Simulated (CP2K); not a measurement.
Consider acetylacetylene at its PBE geometry (Å).

```xyz
9

C     2.2035    0.6280   -0.1353
C     1.1599    0.0405    0.0657
C    -0.0849   -0.6744    0.3077
C    -1.3549    0.0283   -0.1082
O    -0.0715   -1.7902    0.8251
H     3.1341    1.1296   -0.3052
H    -1.4406    0.9947    0.4100
H    -1.3279    0.2475   -1.1858
H    -2.2177   -0.6040    0.1261
```

Method: CP2K XAS_TDP, all-electron GAPW, PBEh(45%), aug-cc-pVDZ, TDA, no relativity.

Q: Where do the C K-edge lines lie, and how strong are they?

Leading lines: C1 281.00 eV, C2 281.19 eV, C3 282.06 eV and C4 284.86 eV. The leading line of an atom is its first one with 35 % of the strongest within 2.5 eV of its lowest line over the strength cut. 

The first six lines of each atom with a strength over 0.0015:

```tsv
atom	energy (eV)	states	strength, one atom
C1 (bonded to C and H)	281.00	1	0.0471
	282.44	1	0.0480
	284.91	1	0.0070
	285.53	1	0.0045
	286.26	1	0.0059
	286.36	1	0.0043
C2 (bonded to 2 C)	281.19	1	0.0217
	282.05	1	0.0536
	284.75	1	0.0357
	286.29	1	0.0035
	286.50	1	0.0015
	288.28	1	0.0028
C3 (bonded to 2 C and O)	282.06	1	0.0631
	287.23	1	0.0020
	287.71	1	0.0025
	288.28	1	0.0109
	288.52	1	0.0026
	288.98	1	0.0025
C4 (bonded to C and 3 H)	284.13	1	0.0076
	284.86	1	0.0263
	284.90	1	0.0114
	285.33	1	0.0150
	286.19	1	0.0016
	286.31	1	0.0100
```

Lines are vertical, at one geometry, with no vibrational structure. Without a correction of the core level, line positions, and the gaps between valence and Rydberg lines, follow the share of exact exchange. At this level such K lines come out 3 to 6 eV under measured ones. These values hold no scalar relativity, about 0.1 eV for C 1s. Rydberg lines, and the discretised continuum above threshold, depend on the basis and the box.

[Banner, clock and machine lines of the logs are left out without a mark of their own.]

[Logs are printed without paths, hosts, clocks, repeated set-up lines and the standing remarks that a program may print on its own settings, such as how far it seeks lower states.]

[Hosts, paths, dates, database ids (printed as entryN), source tags and the programs' standing remarks are cut or masked in the printed files.]
